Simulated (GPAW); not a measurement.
# A carbon nanotube (4, 4); one C replaced by Al: transmission at several levels, part 2 of 2

Wanted: the zero-bias transmission of a carbon nanotube (4, 4); one C replaced by Al on a ladder of levels, with run times.

GPAW 26.7.0; GPAW LCAO, PAW setups; Landauer transmission from Green's functions with principal layers (ASE), zero bias.

So far, transmission at the Fermi level (one spin): step 2 (single-zeta polarised basis, PBE, GPAW) 1.74; step 3 (basis sz(dzp), PBE, GPAW) 1.72; step 4 (LDA) 1.75.

## Step 7: Broadening 0.001: eta = 0.001

The broadening keeps the Green's functions finite; too large a value absorbs electrons where channels are open and leaks them where none are.

This step: GPAW LCAO, PAW setups; Landauer transmission from Green's functions with principal layers (ASE), zero bias (GPAW 26.7.0).

run.py reads:

```python
import json
import numpy as np
from ase import Atoms
from ase.transport.calculators import TransportCalculator
from gpaw import GPAW, FermiDirac
from gpaw.lcao.tools import get_lcao_hamiltonian
from scipy.linalg import eigh

# The junction with lead layers at both ends, along the third cell vector
device = Atoms(
    ['C', 'C', 'C', 'C', 'C', 'C', 'C', 'C', 'C', 'C', 'C', 'C', 'C', 'C', 'C', 'C', 'C', 'C', 'C', 'C', 'C', 'C', 'C', 'C', 'C', 'C', 'C', 'C', 'C', 'C', 'C', 'C', 'C', 'C', 'C', 'C', 'C', 'C', 'C', 'C', 'C', 'C', 'C', 'C', 'C', 'C', 'C', 'C', 'C', 'C', 'C', 'C', 'C', 'C', 'C', 'C', 'C', 'C', 'C', 'C', 'C', 'C', 'C', 'C', 'C', 'C', 'C', 'C', 'C', 'C', 'C', 'C', 'C', 'C', 'C', 'C', 'C', 'C', 'C', 'C', 'C', 'C', 'C', 'C', 'C', 'C', 'C', 'C', 'C', 'C', 'C', 'C', 'C', 'C', 'C', 'C', 'Al', 'C', 'C', 'C', 'C', 'C', 'C', 'C', 'C', 'C', 'C', 'C', 'C', 'C', 'C', 'C', 'C', 'C', 'C', 'C', 'C', 'C', 'C', 'C', 'C', 'C', 'C', 'C', 'C', 'C', 'C', 'C', 'C', 'C', 'C', 'C', 'C', 'C', 'C', 'C', 'C', 'C', 'C', 'C', 'C', 'C', 'C', 'C', 'C', 'C', 'C', 'C', 'C', 'C', 'C', 'C', 'C', 'C', 'C', 'C', 'C', 'C', 'C', 'C', 'C', 'C', 'C', 'C', 'C', 'C', 'C', 'C', 'C', 'C', 'C', 'C', 'C', 'C', 'C', 'C', 'C', 'C', 'C', 'C', 'C', 'C', 'C', 'C', 'C', 'C', 'C', 'C', 'C', 'C', 'C', 'C'],
    positions=[
        [4.00000, 6.71200, 0.61488],
        [4.36334, 5.35600, 0.61488],
        [5.35600, 9.06066, 0.61488],
        [6.71200, 9.42400, 0.61488],
        [6.71200, 4.00000, 0.61488],
        [8.06800, 4.36334, 0.61488],
        [9.06066, 8.06800, 0.61488],
        [9.42400, 6.71200, 0.61488],
        [4.09241, 7.41392, 1.84463],
        [4.79433, 8.62967, 1.84463],
        [4.79433, 4.79433, 1.84463],
        [6.01008, 4.09241, 1.84463],
        [7.41392, 9.33159, 1.84463],
        [8.62967, 8.62967, 1.84463],
        [8.62967, 4.79433, 1.84463],
        [9.33159, 6.01008, 1.84463],
        [4.00000, 6.71200, 3.07439],
        [4.36334, 5.35600, 3.07439],
        [5.35600, 9.06066, 3.07439],
        [6.71200, 9.42400, 3.07439],
        [6.71200, 4.00000, 3.07439],
        [8.06800, 4.36334, 3.07439],
        [9.06066, 8.06800, 3.07439],
        [9.42400, 6.71200, 3.07439],
        [4.09241, 7.41392, 4.30415],
        [4.79433, 8.62967, 4.30415],
        [4.79433, 4.79433, 4.30415],
        [6.01008, 4.09241, 4.30415],
        [7.41392, 9.33159, 4.30415],
        [8.62967, 8.62967, 4.30415],
[... 156 atom lines left out ...]
        [4.79433, 4.79433, 28.89927],
        [6.01008, 4.09241, 28.89927],
        [7.41392, 9.33159, 28.89927],
        [8.62967, 8.62967, 28.89927],
        [8.62967, 4.79433, 28.89927],
        [9.33159, 6.01008, 28.89927]],
    cell=[[13.424, 0.0, 0.0], [0.0, 13.424, 0.0], [0.0, 0.0, 29.51415]],
    pbc=True)

# One principal layer of the lead: the first 48 atoms of the device
lead = Atoms(
    ['C', 'C', 'C', 'C', 'C', 'C', 'C', 'C', 'C', 'C', 'C', 'C', 'C', 'C', 'C', 'C', 'C', 'C', 'C', 'C', 'C', 'C', 'C', 'C', 'C', 'C', 'C', 'C', 'C', 'C', 'C', 'C', 'C', 'C', 'C', 'C', 'C', 'C', 'C', 'C', 'C', 'C', 'C', 'C', 'C', 'C', 'C', 'C'],
    positions=[
        [4.00000, 6.71200, 0.61488],
        [4.36334, 5.35600, 0.61488],
        [5.35600, 9.06066, 0.61488],
        [6.71200, 9.42400, 0.61488],
        [6.71200, 4.00000, 0.61488],
        [8.06800, 4.36334, 0.61488],
        [9.06066, 8.06800, 0.61488],
        [9.42400, 6.71200, 0.61488],
        [4.09241, 7.41392, 1.84463],
        [4.79433, 8.62967, 1.84463],
        [4.79433, 4.79433, 1.84463],
        [6.01008, 4.09241, 1.84463],
        [7.41392, 9.33159, 1.84463],
        [8.62967, 8.62967, 1.84463],
        [8.62967, 4.79433, 1.84463],
        [9.33159, 6.01008, 1.84463],
        [4.00000, 6.71200, 3.07439],
        [4.36334, 5.35600, 3.07439],
        [5.35600, 9.06066, 3.07439],
        [6.71200, 9.42400, 3.07439],
        [6.71200, 4.00000, 3.07439],
        [8.06800, 4.36334, 3.07439],
        [9.06066, 8.06800, 3.07439],
        [9.42400, 6.71200, 3.07439],
        [4.09241, 7.41392, 4.30415],
        [4.79433, 8.62967, 4.30415],
        [4.79433, 4.79433, 4.30415],
        [6.01008, 4.09241, 4.30415],
        [7.41392, 9.33159, 4.30415],
        [8.62967, 8.62967, 4.30415],
        [8.62967, 4.79433, 4.30415],
        [9.33159, 6.01008, 4.30415],
        [4.00000, 6.71200, 5.53390],
        [4.36334, 5.35600, 5.53390],
        [5.35600, 9.06066, 5.53390],
        [6.71200, 9.42400, 5.53390],
        [6.71200, 4.00000, 5.53390],
        [8.06800, 4.36334, 5.53390],
        [9.06066, 8.06800, 5.53390],
        [9.42400, 6.71200, 5.53390],
        [4.09241, 7.41392, 6.76366],
        [4.79433, 8.62967, 6.76366],
        [4.79433, 4.79433, 6.76366],
        [6.01008, 4.09241, 6.76366],
        [7.41392, 9.33159, 6.76366],
        [8.62967, 8.62967, 6.76366],
        [8.62967, 4.79433, 6.76366],
        [9.33159, 6.01008, 6.76366]],
    cell=[[13.424, 0.0, 0.0], [0.0, 13.424, 0.0], [0.0, 0.0, 7.37854]],
    pbc=True)

settings = dict(mode='lcao', basis='szp(dzp)', xc='PBE', h=0.2,
                occupations=FermiDirac(0.1), maxiter=250,
                mixer=dict(beta=0.1, nmaxold=8, weight=100.0),
                convergence=dict(density=0.0001))
energies = np.arange(-2, 2 + 1e-9, 0.05)
eta = 0.001
n1, n2 = 1, 1
# k and -k transmit alike, so half of the mesh across the current serves
mesh = [(i, j) for i in range(n1) for j in range(n2) if (i, j) <= (-i % n1, -j % n2)]
weights = np.array([1 if (i, j) == (-i % n1, -j % n2) else 2 for i, j in mesh]) / (n1 * n2)

# [... helper functions left out ...]
fermi_lead = ground_state(lead, (1, 1, 15), 'lead.txt')
fermi_device = ground_state(device, (1, 1, 3), 'device.txt')
# [... loop over the mesh left out, but for ...]
        # Shift the lead onto the potential of the device's first layer
        shift = ((H[:, 0, 0] - H0[:, 0, 0]) / S0[0, 0]).real.mean()
# [...]
kT = 8.617333e-5 * 300
bias = [0.1, 0.2, 0.5, 1.0, 1.5, 2.0]
# [... integrals and printing left out ...]
```

On the command line:

```sh
$ OMP_NUM_THREADS=1 OPENBLAS_NUM_THREADS=1 python run.py
```

Wall time 25 min (1 thread of Intel Xeon Platinum 8488C (Sapphire Rapids), shared host); peak memory 3.5 GiB.

Numbers from this step:

```
conductance                                    : 1.720 G₀
thermopower                                    : -2.037 μV/K
largest coupling past the next principal layer : 5.35e-15 eV
largest misfit of the first principal layer    : 0.02743 eV
shift that aligns the lead                     : 0.01046 eV
transmission at the Fermi level (one spin)     : 1.722
```

One spin. The transmission, zone mean by energy, zero at the Fermi level:

energy (eV), transmission, zone mean and a bar from the least value:
```
    -2.00       4.04 #################
    -1.90       3.73 ###############
    -1.85       3.43 ##############
    -1.70       0.86 
    -1.60       0.98 #
    -1.45       1.36 ###
    -1.30       1.19 ##
    -1.15       1.06 #
    -1.05       1.00 #
    -0.90       0.99 #
    -0.75       1.08 #
    -0.60       1.22 ##
    -0.50       1.33 ##
    -0.35       1.48 ###
    -0.20       1.60 ####
    -0.05       1.70 ####
     0.00       1.72 #####
     0.05       1.74 #####
     0.20       1.80 #####
     0.35       1.84 #####
     0.50       1.87 #####
     0.60       1.88 #####
     0.75       1.90 ######
     0.90       1.92 ######
     1.05       3.03 ############
     1.15       3.61 ###############
     1.30       5.55 #########################
     1.45       6.30 #############################
     1.55       6.50 ##############################
     1.60       5.83 ##########################
     1.70       6.40 #############################
     1.85       5.74 ##########################
     2.00       5.84 ##########################
```

Not self-consistent under bias; the bias window is split evenly. Current through one cell, from the zero-bias transmission against bias:

```csv
bias (V),"current through one cell, from the zero-bias transmission (μA)"
0.100,13.3
0.200,26.6
0.500,66.2
1.000,130
1.500,190
2.000,249
```

Table of transmission of the three most open eigenchannels by energy, zero at the Fermi level:

```csv
energy (eV),channel 1,channel 2,channel 3
-2.00,0.988,0.978,0.892
-1.90,0.982,0.922,0.801
-1.80,0.985,0.689,0.680
-1.70,0.861,8.4e-4,2.2e-4
-1.55,0.847,0.282,2.3e-8
-1.45,0.842,0.521,1.4e-9
-1.35,0.947,0.296,2.5e-10
-1.25,0.970,0.166,1.1e-10
-1.15,0.978,0.0773,9.9e-11
-1.05,0.982,0.0200,2.1e-10
-0.90,0.985,0.00638,3.3e-10
-0.80,0.986,0.0521,2.8e-11
-0.70,0.986,0.134,8.0e-12
-0.60,0.987,0.237,3.5e-12
-0.50,0.987,0.345,2.0e-12
-0.40,0.987,0.447,1.3e-12
-0.25,0.987,0.579,0
-0.15,0.987,0.651,0
-0.05,0.987,0.709,1.0e-12
0.00,0.987,0.735,1.1e-12
0.05,0.987,0.757,1.3e-12
0.15,0.987,0.795,1.8e-12
0.25,0.987,0.826,3.2e-12
0.40,0.987,0.861,1.2e-11
0.50,0.987,0.881,3.6e-11
0.60,0.987,0.897,1.4e-10
0.70,0.987,0.911,8.1e-10
0.80,0.986,0.925,8.5e-9
0.90,0.986,0.938,4.0e-7
1.05,0.986,0.957,0.649
1.15,0.985,0.964,0.876
1.25,0.982,0.972,0.957
1.35,0.983,0.974,0.969
1.45,0.984,0.980,0.965
1.55,0.985,0.981,0.964
1.70,0.985,0.983,0.964
1.80,0.986,0.984,0.972
1.90,0.987,0.985,0.976
2.00,0.987,0.986,0.979
```

The conductance, 1.72 G₀, lies 1.2 % below that of the szp run.

## Step 8: Summary of results

| Quantity | Value |
| --- | --- |
| conductance | 1.74 G₀ |
| transmission at the Fermi level, mean of the spins | 1.74 |
| thermopower | -2.03 μV/K |

**Reading.** In the szp basis the junction conducts 1.74 G₀ at 300 K, with T = 1.74 a spin at the Fermi level; the sz basis reaches that conductance within 10 %. At the Fermi level two eigenchannels carry the current (1.00 and 0.74). Measured against the first run (szp), the nearest curve is that of szp-LDA (r.m.s. 0.15) and the farthest that of sz (0.96). Over the compared runs wall time goes from 286 s (sz) to 1637 s (szp), on a shared host. The geometry was built from estimated bond lengths and not relaxed, so the numbers describe this model structure. The run had no spin polarisation, so a magnetic state, which chains and small molecules with open shells often have, wasn't tested. The currents use the zero-bias T(E) throughout, which holds only while the bias is small against the distance to the nearest feature. The energy step is wider than the thermal energy, so the conductance and thermopower rest on interpolation of T(E).

[Logs are printed without paths, hosts, clocks, repeated set-up lines and the standing remarks that a program may print on its own settings, such as how far it seeks lower states.]

[Hosts, paths, dates, database ids (printed as entryN), source tags and the programs' standing remarks are cut or masked in the printed files.]
